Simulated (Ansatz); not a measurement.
# Is CaAlAg in the AlB2 type a stable metal?

The plan: relax CaAlAg in the AlB2 type, check its phonons, and, if the lattice is stable, compute its Eliashberg function and ρ(T).

Method: DFT PBE, scalar-relativistic, plane waves, PAW; PAW set soft_1, in Ansatz 0.2.0.

Most raw output is cut from this account.

The structure was built from a prototype and need not be the compound's stable phase.

**1. The structure**

Symmetry: P-6m2, No. 187, hexagonal system. Conventional cell: a = 4.394 Å, b = 4.394 Å, c = 4.614 Å, α = 90.00°, β = 90.00°, γ = 120.00°. Nearest to Ca lie 6 Ag at 3.43 Å and 6 Al at 3.43 Å. Al has 3 Ag at 2.54 Å and 6 Ca at 3.43 Å nearest. Ag has 3 Al at 2.54 Å and 6 Ca at 3.43 Å nearest. Farther neighbours are not listed.

**2. Relaxing cell and atoms**

The structure is brought to rest under this functional.

input.yaml reads:

```yaml
crystal:
  lattice:
    - [4.39407, 0.0, 0.0]
    - [-2.19703, 3.80538, 0.0]
    - [0.0, 0.0, 4.61377]
  atoms:
    - { symbol: Ca, position: [0.0, 0.0, 0.0] }
    - { symbol: Al, position: [0.33333333, 0.66666667, 0.5] }
    - { symbol: Ag, position: [0.66666667, 0.33333333, 0.5] }
kpoints:
  mp_grid: { grid: [9, 9, 6] }
hamiltonian:
  xc: pbe
  pseudopotentials: { kind: paw, azcp: { folder: soft_1 } }
scf:
  occupations: { method: gaussian, width: 0.1 }
output:
  forces: true
  stress: true
  eigenvalues: true
relax:
  adjacent_minimum: "off"
  f_tol: 0.005
  max_steps: 80
  cell: { stress_tol: 0.05 }
```

Started as:

```sh
$ ansatz run input.yaml --threads 4 --pin off --max-ram 12288MiB --backend cpu --events-out ev --progress --plain --runs-dir out
```

The job ended after 22 s (4 threads of Arm Neoverse V1, shared host; peak memory 0.45 GiB).

Step by step:

```csv
step,energy less that of the first step (eV),largest force component (eV/Å),pressure (GPa),volume (Å³)
1,0.0000,0.0000,-0.54,77.15
2,-0.0807,0.0000,-0.25,75.08
3,-0.1473,0.0000,-0.15,73.27
4,-0.2129,0.0000,-0.09,71.51
5,-0.2295,0.0000,0.26,69.55
6,-0.2303,0.0000,-0.42,70.65
7,-0.2317,0.0000,0.04,70.25
8,-0.2317,0.0000,0.00,70.26
9*,-0.2318,0.0000,-0.01,70.26
```

Relaxation steps marked * repeat the geometry before them on a plane-wave basis chosen anew for their cell, so energy and pressure can jump there.

The run keeps the 12 symmetry operations that it works with, so distortions that break them were not tested.

```csv
cell as run,before,after,change
a (Å),4.394,4.635,+5.5 %
b (Å),4.394,4.635,+5.5 %
c (Å),4.614,3.776,-18.2 %
volume (Å³/atom),25.72,23.42,-8.9 %
```

The relaxed structure:

```xyz
3
Lattice="4.6354 0.0000 0.0000 -2.3177 4.0144 0.0000 0.0000 0.0000 3.7760" Properties=species:S:1:pos:R:3 pbc="T T T"
Ca    0.0000    0.0000    0.0000
Al    0.0000    2.6762    1.8880
Ag    2.3177    1.3381    1.8880
```

This step gave:

* pressure: -0.006455 GPa
* volume per atom: 23.42 Å³/atom
* metallic on mesh: yes
* gap on the k-mesh: 0 eV

The largest force is now zero by symmetry and the largest stress component 0.031 GPa.

**3. Relaxing cell and atoms**

The relaxation is repeated from the new cell as a check.

input.yaml, the sections that differ from step 2:

```yaml
crystal:
  lattice:
    - [4.6353737588, -3.0453e-06, 0.0]
    - [-2.3176842421, 4.0143529538, 0.0]
    - [0.0, 0.0, 3.7760023828]
  atoms:
    - { symbol: Ca, position: [0.0, 0.0, 0.0] }
    - { symbol: Al, position: [0.3333333333, 0.6666666667, 0.5] }
    - { symbol: Ag, position: [0.6666666667, 0.3333333333, 0.5] }
kpoints:
  mp_grid: { grid: [9, 9, 8] }
# hamiltonian, scf, output, relax: as in step 2
```

Elapsed: 17 s, on 4 threads; peak memory 0.45 GiB; 60 s of CPU time.

Step by step:

```csv
step,energy less that of the first step (eV),largest force component (eV/Å),pressure (GPa),volume (Å³)
1,0.0000,0.0000,0.01,70.26
2,-0.0018,0.0000,-0.02,70.10
3,-0.0039,0.0000,0.10,69.31
4,-0.0041,0.0000,-0.13,69.42
5,-0.0042,0.0000,-0.02,69.16
6,-0.0041,0.0000,-0.02,69.16
```

The log counts 1 steps on a newly chosen plane-wave basis, not all of them marked here; energy and pressure can jump at such steps.

```csv
"conventional cell, symmetrised",before,after,change
a (Å),4.635,4.697,+1.3 %
b (Å),4.635,4.697,+1.3 %
c (Å),3.776,3.620,-4.1 %
volume (Å³/atom),23.42,23.05,-1.6 %
```

Final coordinates:

```xyz
3
Lattice="4.6967 0.0000 0.0000 -2.3483 4.0675 0.0000 0.0000 0.0000 3.6203" Properties=species:S:1:pos:R:3 pbc="T T T"
Ca    0.0000    0.0000    0.0000
Al    0.0000    2.7116    1.8102
Ag    2.3483    1.3558    1.8102
```

This step gave:

| Quantity | Value |
| --- | --- |
| pressure | -0.02478 GPa |
| volume per atom | 23.05 Å³/atom |

The largest force is now zero by symmetry and the largest stress component 0.035 GPa.

**4. Relaxing tightly for phonons**

No force is left; the cell is relaxed once more with another smearing and tight thresholds.

input.yaml, the sections that differ from step 3:

```yaml
crystal:
  lattice:
    - [4.6966941122, -3.0856e-06, 0.0]
    - [-2.3483443839, 4.0674579577, 0.0]
    - [0.0, 0.0, 3.6203470757]
  atoms:
    - { symbol: Ca, position: [0.0, 0.0, 0.0] }
    - { symbol: Al, position: [0.3333333333, 0.6666666667, 0.5] }
    - { symbol: Ag, position: [0.6666666667, 0.3333333333, 0.5] }
kpoints:
  mp_grid: { grid: [6, 6, 8] }
scf:
  occupations: { method: methfessel_paxton, width: 0.2 }
relax:
  adjacent_minimum: "off"
  f_tol: 0.001
  max_steps: 60
  cell: { stress_tol: 0.01 }
# hamiltonian, output: as in step 3
```

The job ended after 9.3 s (4 threads; peak memory 0.41 GiB; 35 s of CPU time).

Step by step:

```csv
step,energy less that of the first step (eV),largest force component (eV/Å),pressure (GPa),volume (Å³)
1,0.0000,0.0000,-0.02,69.16
2,-0.0001,0.0000,0.01,69.18
3,-0.0003,0.0000,-0.01,69.48
4,-0.0003,0.0000,0.00,69.39
5,-0.0003,0.0000,0.00,69.40
6,-0.0003,0.0000,0.00,69.40
```

The log counts 1 steps on a newly chosen plane-wave basis, not all of them marked here; energy and pressure can jump at such steps.

```csv
"conventional cell, symmetrised",before,after,change
a (Å),4.697,4.682,-0.3 %
b (Å),4.697,4.682,-0.3 %
c (Å),3.620,3.655,+1.0 %
volume (Å³/atom),23.05,23.13,+0.4 %
```

Final coordinates:

```cif
data_structure
_symmetry_space_group_name_H-M 'P 1'
_symmetry_Int_Tables_number 1
_cell_length_a 4.6824
_cell_length_b 4.6824
_cell_length_c 3.6553
_cell_angle_alpha 90.000
_cell_angle_beta 90.000
_cell_angle_gamma 120.000
_cell_volume 69.40
loop_
_atom_site_label
_atom_site_type_symbol
_atom_site_fract_x
_atom_site_fract_y
_atom_site_fract_z
_atom_site_occupancy
Ca1 Ca 0.00000 0.00000 0.00000 1
Al2 Al 0.33333 0.66667 0.50000 1
Ag3 Ag 0.66667 0.33333 0.50000 1
```

This step gave:

```
pressure        : 4.64e-4 GPa
volume per atom : 23.13 Å³/atom
```

The largest force is now zero by symmetry and the largest stress component 0.0011 GPa, small enough for phonons.

**5. Phonons by linear response: q 2×2×2, k 4×4×4**

Couplings are defined for a stable lattice alone, so phonons come first.

input.yaml reads:

```yaml
crystal:
  lattice:
    - [4.6823643433, -3.0762e-06, 0.0]
    - [-2.3411795076, 4.0550480092, 0.0]
    - [0.0, 0.0, 3.6552929526]
  atoms:
    - { symbol: Ca, position: [0.0, 0.0, 0.0] }
    - { symbol: Al, position: [0.3333333333, 0.6666666667, 0.5] }
    - { symbol: Ag, position: [0.6666666667, 0.3333333333, 0.5] }
kpoints:
  mp_grid: { grid: [4, 4, 4] }
hamiltonian:
  xc: pbe
  pseudopotentials: { kind: paw, azcp: { folder: soft_1 } }
scf:
  occupations: { method: methfessel_paxton, width: 0.2 }
output:
  eigenvalues: true
phonons:
  method: dfpt
  qmesh: [2, 2, 2]
  temperatures: { t_max: 1000, t_step: 50 }
  qpath:
    path:
      - [[0.0, 0.0, 0.0], [0.5, 0.0, 0.0], [0.33333333, 0.33333333, 0.0], [0.0, 0.0, 0.0], [0.0, 0.0, 0.5], [0.5, 0.0, 0.5], [0.33333333, 0.33333333, 0.5], [0.0, 0.0, 0.5]]
      - [[0.5, 0.0, 0.5], [0.5, 0.0, 0.0]]
      - [[0.33333333, 0.33333333, 0.5], [0.33333333, 0.33333333, 0.0]]
    npoints: 10
```

Elapsed: 33 s, on 4 threads; peak memory 0.5 GiB.

This step gave:

* share of imaginary modes in the plain interpolation between solved wavevectors: 0.0663
* highest frequency, solved or plainly interpolated: 250.4 cm⁻¹

Solved on the 2×2×2 mesh alone; all other wavevectors are interpolated. Phonon branches along the path, in cm⁻¹:

```csv
point,branch 1,branch 2,branch 3,branch 4,branch 5,branch 6,branch 7,branch 8,branch 9
Γ,0,0,0,124,141,141,200,227,227
halfway,53,56,83,125,131,132,192,230,239
M,73,85,104,118,136,140,177,230,250
halfway,73,87,101,115,141,145,173,233,248
K,74,90,97,113,149,151,166,236,247
halfway,59,63,92,127,127,133,189,231,241
Γ,0,0,0,124,141,141,200,227,227
halfway,-59,51,51,104,144,144,185,222,222
A,-127,73,73,77,148,148,196,217,217
halfway,-146,61,81,90,147,153,185,224,232
L,-161,38,88,107,146,156,176,231,244
halfway,-161,25,91,106,148,156,176,229,248
H,-162,-15,95,106,149,156,175,228,250
halfway,-149,55,84,93,148,153,183,224,236
A,-127,73,73,77,148,148,196,217,217
jump to L,-161,38,88,107,146,156,176,231,244
halfway,-58,72,87,106,131,153,167,236,242
M,73,85,104,118,136,140,177,230,250
jump to H,-162,-15,95,106,149,156,175,228,250
halfway,-39,48,93,103,132,159,165,238,242
K,74,90,97,113,149,151,166,236,247
```

Lowest modes at the softest wavevector of the mesh. Modes at q = (0.000, 0.500, 0.500), with each element's share of the kinetic energy (negative means imaginary):

```csv
mode,frequency (cm⁻¹),Ca %,Al %,Ag %
1,-160.7,7,90,3
2,38.4,2,5,94
3,88.2,0,6,94
4,106.6,1,0,99
5,146.2,100,0,0
6,156.2,91,6,3
```

Displacements in mode 1 (-160.7 cm⁻¹), the largest set to 1, in the home cell:
```
Ca1  0.00 -0.23  0.00
Al2  0.00  0.00 -1.00
Ag3  0.00  0.00 -0.09
```

Displacements in mode 4 (106.6 cm⁻¹), the largest set to 1, in the home cell:
```
Ca1  0.00  0.00 -0.16
Al2  0.00  0.05  0.00
Ag3  0.00 -1.00  0.00
```

Among the solved wavevectors the lowest mode, translations apart, is -161 cm⁻¹, imaginary.

**6. Lattice stability: q 3×3×2, k 6×6×6**

An imaginary mode on so few k-points may come from the sampling, so the phonons are repeated with another q and k mesh.

Edit input.yaml of step 5 so:

```diff
@@ -10,3 +10,3 @@
 kpoints:
-  mp_grid: { grid: [4, 4, 4] }
+  mp_grid: { grid: [6, 6, 6] }
 hamiltonian:
@@ -20,3 +20,3 @@
   method: dfpt
-  qmesh: [2, 2, 2]
+  qmesh: [3, 3, 2]
   temperatures: { t_max: 1000, t_step: 50 }
```

Run time: 2.5 min. Hardware: 4 threads; peak memory 0.8 GiB; 9.3 min of CPU time.

Numbers from this step:

```yaml
share_of_imaginary_modes_in_the_plain_interpolation_between_solved_wavevectors: 0.0542
highest_frequency_solved_or_plainly_interpolated: 267.2 cm⁻¹
```

Solved on the 3×3×2 mesh alone; all other wavevectors are interpolated. Phonon branches along the path, in cm⁻¹:

```csv
point,branch 1,branch 2,branch 3,branch 4,branch 5,branch 6,branch 7,branch 8,branch 9
Γ,0,0,0,121,146,146,204,240,240
halfway,48,54,84,118,133,135,192,232,244
M,67,84,97,119,128,141,172,225,250
halfway,68,84,94,109,134,148,166,232,250
K,69,86,90,101,147,153,154,240,248
halfway,54,59,92,119,129,134,188,232,244
Γ,0,0,0,121,146,146,204,240,240
halfway,32,56,56,102,149,149,187,241,241
A,-32,62,79,79,151,151,184,242,242
halfway,-78,61,83,91,148,160,185,240,243
L,-97,61,87,102,149,169,176,247,249
halfway,-94,51,89,103,151,173,176,237,262
H,-90,39,91,105,152,176,176,235,267
halfway,-82,58,85,94,149,163,185,235,249
A,-32,62,79,79,151,151,184,242,242
jump to L,-97,61,87,102,149,169,176,247,249
halfway,-11,83,86,102,135,164,168,235,250
M,67,84,97,119,128,141,172,225,250
jump to H,-90,39,91,105,152,176,176,235,267
halfway,51,53,91,105,129,165,172,242,254
K,69,86,90,101,147,153,154,240,248
```

Lowest modes at the softest wavevector of the mesh. Modes at q = (-0.333, -0.333, 0.500), with each element's share of the kinetic energy (negative means imaginary):

```csv
mode,frequency (cm⁻¹),Ca %,Al %,Ag %
1,-89.9,24,76,0
2,39.2,8,0,92
3,90.8,1,4,96
4,105.1,0,0,100
5,152.5,92,0,8
6,175.9,80,20,0
```

Displacements in mode 1 (-89.9 cm⁻¹), the largest set to 1, in the home cell (x, y, z of the real part, then of the imaginary part):
```
Ca1 0.00 0.32 0.00 0.32 0.00 0.00
Al2 0.00 0.00 1.00 0.00 0.00 0.00
Ag3 0.00 0.00 0.00 0.00 0.00 0.00
```

Displacements in mode 2 (39.2 cm⁻¹), the largest set to 1, in the home cell (x, y, z of the real part, then of the imaginary part):
```
Ca1  0.29  0.17  0.00 -0.17  0.29  0.00
Al2  0.00  0.00  0.00  0.00  0.00  0.00
Ag3  0.00  0.00  1.00  0.00  0.00  0.00
```

The modes has structure finer than the step of the table below, so its rows give means over 10 cm⁻¹, whole bins alone (the curve runs from -106 to 285 cm⁻¹). Peaks (cm⁻¹: height): Ag 63.7: 0.0401, 85.8: 0.0639, 98.1: 0.0588; Al 171.8: 0.0187, 238.2: 0.0848; Ca 147.3: 0.0629, 171.8: 0.0446, 238.2: 0.0111.

Phonopy on the run's constants, 15x15x15 mesh, Gaussian sigma 2.8 cm⁻¹. Modes against wavenumber; means over each step; values in 1/cm⁻¹/cell:

```csv
wavenumber (cm⁻¹),Ag,Al,Ca
-100,1.3e-4,9.8e-4,3.4e-4
-90,6.8e-4,0.00561,0.00188
-80,9.1e-4,0.00599,0.00199
-70,7.1e-4,0.00295,9.2e-4
-60,0.00147,0.00461,0.00174
-50,0.00101,0.00287,9.3e-4
-40,5.8e-4,0.00117,2.6e-4
-30,0.00129,0.00131,6.5e-4
-20,0.00272,0.00218,0.00121
-10,9.2e-4,6.1e-4,3.4e-4
0,3.2e-4,2.4e-4,1.5e-4
10,0.00102,5.3e-4,4.0e-4
20,0.00350,0.00130,0.00115
30,0.00449,0.00140,0.00141
40,0.00886,0.00166,0.00202
50,0.0171,0.00213,0.00252
60,0.0346,0.00439,0.00274
70,0.0310,0.00514,0.00294
80,0.0455,0.00629,0.00352
90,0.0561,0.00592,0.00246
100,0.0496,0.00536,0.00313
110,0.00996,0.00747,0.00773
120,0.00463,0.00909,0.0153
130,0.00294,0.00521,0.0195
140,0.00558,0.00413,0.0402
150,0.00370,0.00298,0.0494
160,9.9e-4,0.00542,0.0264
170,8.3e-4,0.0160,0.0402
180,6.9e-4,0.0118,0.0316
190,2.4e-4,0.00498,0.0114
200,1.2e-5,0.00182,0.00176
210,0,9.6e-5,8.5e-5
220,3.0e-5,0.00139,1.3e-4
230,0.00111,0.0343,0.00433
240,0.00339,0.0746,0.00984
250,0.00283,0.0474,0.00723
260,5.7e-4,0.00975,0.00189
270,5.5e-5,9.9e-4,2.3e-4
```

No LO-TO term; unit eigenvectors of the mass-weighted matrix. Modes at Γ, with each element's share of the kinetic energy:

```csv
mode,frequency (cm⁻¹),symmetry,Ca %,Al %,Ag %
1,0.0,unnamed,23,15,62
2,0.0,unnamed,23,15,62
3,0.0,unnamed,23,15,62
4,121.1,A2'',31,30,38
5,146.2,E',63,4,34
6,146.2,E',63,4,34
7,203.9,A2'',46,54,0
8,239.5,E',14,81,5
9,239.5,E',14,81,5
```

Displacements in mode 4 (121.1 cm⁻¹), the largest set to 1:
```
Ca1  0.00  0.00 -0.83
Al2  0.00  0.00 -1.00
Ag3  0.00  0.00  0.56
```

Displacements in mode 9 (239.5 cm⁻¹), the largest set to 1:
```
Ca1 -0.34  0.00  0.00
Al2  1.00  0.00  0.00
Ag3 -0.12  0.00  0.00
```

Among the solved wavevectors the lowest mode, translations apart, is -89.9 cm⁻¹, imaginary.

**7. Phonons by linear response: Fermi–Dirac smearing of 0.3 eV**

The phonons are repeated on the same meshes with a wide Fermi–Dirac smearing, to see whether the soft mode comes from sharp features of the Fermi surface.

Edit input.yaml of step 6 so:

```diff
@@ -15,3 +15,3 @@
 scf:
-  occupations: { method: methfessel_paxton, width: 0.2 }
+  occupations: { method: fermi_dirac, width: 0.3 }
 output:
```

The job ended after 2.6 min (4 threads; peak memory 0.82 GiB; 9.9 min of CPU time).

This step gave:

- share of imaginary modes in the plain interpolation between solved wavevectors: 0.0407
- highest frequency, solved or plainly interpolated: 262.9 cm⁻¹

Solved on the 3×3×2 mesh alone; all other wavevectors are interpolated. The phonon branches at the labelled points (cm⁻¹):

```csv
point,branch 1,branch 2,branch 3,branch 4,branch 5,branch 6,branch 7,branch 8,branch 9
Γ,0,0,0,119,148,148,201,242,242
halfway,50,54,86,120,138,141,190,239,247
M,70,84,102,122,132,149,170,237,252
halfway,70,86,98,118,138,153,165,239,252
K,71,90,92,113,151,152,156,241,252
halfway,56,61,93,121,134,141,186,239,248
Γ,0,0,0,119,148,148,201,242,242
halfway,42,55,55,104,150,150,191,239,239
A,38,60,77,77,154,154,197,235,235
halfway,-66,58,82,91,151,164,187,239,245
L,-92,55,87,105,151,171,176,243,254
halfway,-91,47,91,105,153,171,177,237,260
H,-90,37,94,105,155,171,177,233,263
halfway,-72,55,85,94,152,166,185,236,250
A,38,60,77,77,154,154,197,235,235
jump to L,-92,55,87,105,151,171,176,243,254
halfway,33,83,86,104,137,167,169,244,248
M,70,84,102,122,132,149,170,237,252
jump to H,-90,37,94,105,155,171,177,233,263
halfway,54,63,93,105,134,165,171,244,252
K,71,90,92,113,151,152,156,241,252
```

Lowest modes at the softest wavevector of the mesh. The modes at q = (0.333, 0.333, 0.500) (shares of kinetic energy by element, %) (negative means imaginary):

```csv
mode,frequency (cm⁻¹),Ca %,Al %,Ag %
1,-89.5,20,80,0
2,37.4,7,0,93
3,94.0,0,4,96
4,105.1,0,0,100
5,154.7,93,0,7
6,171.4,80,20,0
```

Displacements in mode 1 (-89.5 cm⁻¹), the largest set to 1, in the home cell (x, y, z of the real part, then of the imaginary part):
```
Ca1  0.00 -0.29  0.00  0.29  0.00  0.00
Al2  0.00  0.00 -1.00  0.00  0.00  0.00
Ag3  0.00  0.00  0.00  0.00  0.00  0.00
```

Displacements in mode 6 (171.4 cm⁻¹), the largest set to 1, in the home cell (x, y, z of the real part, then of the imaginary part):
```
Ca1  0.00  1.00  0.00 -1.00  0.00  0.00
Al2  0.00  0.00 -0.86  0.00  0.00  0.00
Ag3  0.00  0.00  0.00  0.00  0.00  0.00
```

Among the solved wavevectors the lowest mode, translations apart, is -89.5 cm⁻¹, imaginary.

**8. What came out**

| Property | Result |
| --- | --- |
| phonon run of the rows without a label of their own | PBE, q 3×3×2, k 6×6×6 |
| softest mode on the q mesh | -89.9 cm⁻¹ at q = (-0.333, -0.333, 0.5) |
| highest frequency, solved or plainly interpolated | 267 cm⁻¹ |

The lattice is dynamically unstable at this level: a mode at q = (-0.333, -0.333, 0.5) is imaginary, 89.9i cm⁻¹, so no harmonic coupling constant or resistivity is defined for this structure. These meshes are coarse, and single modes of a metal can move by tens of cm⁻¹ with the k mesh. The coarser mesh found an imaginary mode at another wavevector, which this mesh lacks. The phonon runs are not spin-polarised. The structure was built by hand as an ordered model, and its stability against other phases was not tested.

[Logs are printed without paths, hosts, clocks, repeated set-up lines and the standing remarks that a program may print on its own settings, such as how far it seeks lower states.]

[Hosts, paths, dates, database ids (printed as entryN), source tags and the programs' standing remarks are cut or masked in the printed files.]
